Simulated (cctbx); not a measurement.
**What resolution and counting buy: LaTe8Mo6**

Space group R-3 (no. 148), a = 9.5410 Å, b = 9.5410 Å, c = 11.6240 Å, α = 90.00°, β = 90.00°, γ = 120.00°.

```
atom  mult.       x       y       z  Ueq (Å²)
 La1      3       0       0       0    0.0136
 Te1     18  0.7145  0.0517  0.4134    0.0138
 Te2      6       0       0  0.2399    0.0184
 Mo1     18  0.1689  0.9838  0.4012    0.0178
```

This is a model crystal, built by substitution and not relaxed, with assumed displacement parameters.

Five simulated data sets (cctbx; Mo Kα, λ = 0.71073 Å; 1.5 % proportional error) differ in resolution or exposure (noise floor 15 counts in the first three, 8 in the last two). Each is refined with the right model, isotropic at 1.1 Å and anisotropic otherwise. How do the figures of merit and the uncertainties move?

| d min (Å) | top counts | ⟨I/σ⟩ (unmerged, absences included) | unique | param. (scale apart) | Rint | R1 | GooF | largest s.u. xyz (fractional) | s.u. U of Mo1 (Å²) | largest error (Å) |
| --- | --- | --- | --- | --- | --- | --- | --- | --- | --- | --- |
| 1.1 | 70000 | 11.5 | 157 | 11 | 0.013 | 0.0200 | 3.17 | 0.00015 | 0.0005 | 0.0035 |
| 0.84 | 70000 | 10.8 | 348 | 23 | 0.013 | 0.0065 | 0.92 | 0.00002 | 0.0001 | 0.0005 |
| 0.6 | 70000 | 7.1 | 979 | 23 | 0.018 | 0.0103 | 0.89 | 0.00002 | 0.0001 | 0.0002 |
| 0.75 | 300 | 0.4 | 489 | 23 | 0.334 | 0.1126 | 0.92 | 0.00093 | 0.0033 | 0.0152 |
| 0.75 | 3000 | 2.1 | 489 | 23 | 0.060 | 0.0352 | 0.92 | 0.00015 | 0.0005 | 0.0026 |

GooF reaches 3.17 where the model lacks something that the data hold (anisotropy at the isotropic level, for one). The s.u. of U for Mo1 goes 0.0005, 0.0001, 0.0001 Å² with resolution and 0.0033, 0.0005 Å² with exposure.

The 1.1 Å row also differs in its displacement model, so it isn't a clean test of resolution.

Hardware for the 0.6 Å refinement: 0.69 s on 1 thread of Arm Neoverse N1 (shared host), peak memory 0.1 GiB.

[Logs are printed without paths, hosts, clocks, repeated set-up lines and the standing remarks that a program may print on its own settings, such as how far it seeks lower states.]
